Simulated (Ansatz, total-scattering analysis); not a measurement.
# From S(Q) to neighbour shells

The sample: CaP2O6 (Ca 11.1, P 22.2, O 66.7 atom %) at 1500 K, fixed volume (mean pressure 0.7 GPa), ρ₀ = 0.0631 Å⁻³. The data come from ab initio molecular dynamics with Ansatz (PBE, plane waves, PAW set soft_1, Langevin thermostat, no spin, fixed volume). The average runs over 0.57 ps of 72 atoms, so shells between rare elements are rough. Mean temperature 1426 K, largest m.s.d. 1.00 Å², energy drift -2 meV an atom (last third less first, no steady trend), Langevin friction 10 ps⁻¹; the first quarter of the run is discarded. Preparation: last frame of a classical run of this cell, a melt, rescaled to the set density, then 0.3 ps at 1650 K with a cheaper basis and a friction of 10 ps⁻¹ (mean temperature of the first stage 1745 K), too short to forget the start in full. So short a stretch relaxes bonds and nearest shells but still remembers its start. It is a melt by its history, in a run too short to show flow.

S(Q) is the Faber–Ziman total, Σ ci cj fi fj (Sij − 1)/⟨f⟩² + 1. Below 4 Å⁻¹ the partials are summed on the cell's own reciprocal vectors (from 0.60 Å⁻¹) and folded with a Gaussian of σ = 0.13 Å⁻¹; above it they are transforms of g(r) out to 7.1 Å, tapered over the last 40 %. The fold lowers sharp peaks, and with so few vectors their positions are good to about 0.1 Å⁻¹. X-rays take neutral-atom form factors, neutrons coherent lengths (Ca 4.7, P 5.13, O 5.8037 fm). G(r) = 4πrρ₀[g(r) − 1] carries the resolution of a Lorch-windowed transform up to 20 Å⁻¹. The patterns are simulated, not measured. The cell is small: beyond half the box only the part of each shell inside it is counted, and low-Q values rest on few vectors.

X-ray, Q (Å⁻¹) and value: 0.6 0.09, 0.9 0.29, 1.2 0.44, 1.5 0.93, 1.8 1.22, 2.1 1.03, 2.4 0.74, 2.7 0.68, 3.0 0.77, 3.3 0.83, 3.6 0.95, 3.9 0.96, 4.2 1.03, 4.5 1.07, 4.8 1.08, 5.1 1.14, 5.4 1.20, 5.7 1.17, 6.0 1.04, 6.3 0.92, 6.6 0.88, 6.9 0.88, 7.2 0.88, 7.5 0.89, 7.8 0.94, 8.1 1.02, 8.4 1.07, 8.7 1.09, 9.0 1.09, 9.3 1.07, 9.6 1.04, 9.9 1.00, 10.2 0.98, 10.5 0.97, 10.8 0.96, 11.1 0.96, 11.4 0.95, 11.7 0.96, 12.0 0.98

neutron, Q (Å⁻¹) and value: 0.6 0.25, 0.9 0.52, 1.2 0.59, 1.5 0.82, 1.8 1.01, 2.1 0.83, 2.4 0.69, 2.7 0.89, 3.0 0.92, 3.3 0.93, 3.6 0.93, 3.9 0.87, 4.2 0.91, 4.5 0.97, 4.8 1.07, 5.1 1.21, 5.4 1.30, 5.7 1.24, 6.0 1.05, 6.3 0.88, 6.6 0.81, 6.9 0.80, 7.2 0.84, 7.5 0.93, 7.8 1.03, 8.1 1.08, 8.4 1.08, 8.7 1.06, 9.0 1.04, 9.3 1.04, 9.6 1.03, 9.9 1.02, 10.2 1.01, 10.5 0.99, 10.8 0.97, 11.1 0.95, 11.4 0.94, 11.7 0.94, 12.0 0.97

G(r):

```
r (Å)  X-ray  neutron
  1.0  -0.79    -0.77
  1.1  -0.88    -0.86
  1.2  -0.95    -0.97
  1.3  -0.57    -0.63
  1.4   0.55     0.52
  1.5   1.68     1.69
  1.6   1.70     1.69
  1.7   0.66     0.59
  1.8  -0.50    -0.61
  1.9  -1.08    -1.21
  2.0  -1.11    -1.32
  2.1  -0.90    -1.22
  2.2  -0.59    -0.91
  2.3  -0.33    -0.34
  2.4  -0.16     0.45
  2.5  -0.09     1.14
  2.6  -0.22     1.19
  2.7  -0.47     0.59
  2.8  -0.63    -0.20
  2.9  -0.57    -0.69
  3.0  -0.42    -0.80
  3.1  -0.35    -0.71
  3.2  -0.34    -0.55
  3.3  -0.27    -0.36
  3.4  -0.07    -0.17
  3.5   0.22     0.02
  3.6   0.45     0.16
  3.7   0.53     0.19
  3.8   0.47     0.13
  3.9   0.39     0.09
  4.0   0.34     0.13
  4.1   0.27     0.17
  4.2   0.18     0.15
  4.3   0.12     0.08
  4.4   0.17     0.09
  4.5   0.29     0.17
  4.6   0.39     0.28
  4.7   0.42     0.36
  4.8   0.35     0.37
  4.9   0.23     0.33
  5.0   0.08     0.23
  5.1  -0.10     0.07
  5.2  -0.23    -0.11
  5.3  -0.27    -0.23
  5.4  -0.20    -0.24
  5.5  -0.11    -0.19
  5.6  -0.07    -0.12
  5.7  -0.05    -0.05
  5.8  -0.02     0.00
  5.9  -0.03    -0.01
  6.0  -0.07    -0.06
```

Q: Assign the low-r maxima. Which coordination numbers can be read off, and what are they?

Each pair enters with the weight ci cj fi fj (2 − δij)/⟨f⟩², taking f = Z for X-rays at Q = 0: O–O 0.24 / 0.49; P–O 0.30 / 0.29; Ca–O 0.20 / 0.13; Ca–P 0.12 / 0.04; P–P 0.09 / 0.04; Ca–Ca 0.04 / 0.01 (X-ray / neutron).

| radiation | maximum (Å) | G (Å⁻²) | pairs that make it (share of the curvature of G, each pair at the same resolution) |
| --- | --- | --- | --- |
| X-ray | 1.55 | 1.87 | P–O 100 % |
| X-ray | 2.49 | -0.09 | O–O 100 % |
| X-ray | 3.70 | 0.54 | Ca–P 65 %, P–O 16 %, Ca–O 13 % |
| neutron | 1.55 | 1.88 | P–O 100 % |
| neutron | 2.56 | 1.27 | O–O 100 % |

The first neutron peak is mostly one pair, so its area estimates the neighbours: ∫ r [G + 4πρ₀r] dr from 1.06 to 1.92 Å is 1.69, and times c(O)/weight = 0.667/0.288 gives 3.9 O around each P; the count from the coordinates is 3.93.

From the coordinates:

| pair | first peak (Å) | g there | first minimum (Å) | g there | neighbours |
| --- | --- | --- | --- | --- | --- |
| P–O | 1.51 | 14.1 | 2.16 | 0.01 | 3.9 O per P, 1.3 P per O |
| Ca–O | 2.22 | 3.0 | 3.12 | 0.47 | 5.7 O per Ca, 0.9 Ca per O |
| O–O | 2.56 | 3.3 | 3.06 | 0.74 | 5.0 |
| P–P | 3.04 | 3.3 | 3.50 | 0.20 | 1.9 |
| Ca–P | 3.59 | 3.2 | 4.32 | 0.51 | 5.5 P per Ca, 2.8 Ca per P |
| Ca–Ca | 4.04 | 2.2 | 5.26 | 1.07 | 3.4 |

Bonded neighbours (only these pairs count: cutoffs Ca–O 3.12 Å, P–O 2.16 Å): Ca: 4 5.0 %, 5 42 %, 6 37 %, 7 16 %; P: 3 6.7 %, 4 93 %; O: 1 3.2 %, 2 70 %, 3 26 %, 4 1.0 %. For Ca–O g doesn't fall to zero at the cutoff, so those shares hang on where it is put. Bridging oxygens per network former of four or fewer bonds: P: Q0 5.0 %, Q1 15 %, Q2 68 %, Q3 12 %. Oxygen by network formers bound (Si, B, P, Ge and Al count): one 69 %, two 31 %. O–P–O peak at 106°, P–O–P peak at 134° and O–Ca–O peak at 88°. These counts come from 15 frames.

Anions around each cation, with the position of the first peak: Ca 5.7 (Ca–O 2.22 Å, to 3.12 Å, a soft count) and P 3.9 (P–O 1.51 Å, to 2.16 Å). The weights that differ most between the probes (X-ray, neutron): O–O 0.24 and 0.49, Ca–P 0.12 and 0.04 and Ca–O 0.20 and 0.13.

[Logs are printed without paths, hosts, clocks, repeated set-up lines and the standing remarks that a program may print on its own settings, such as how far it seeks lower states.]
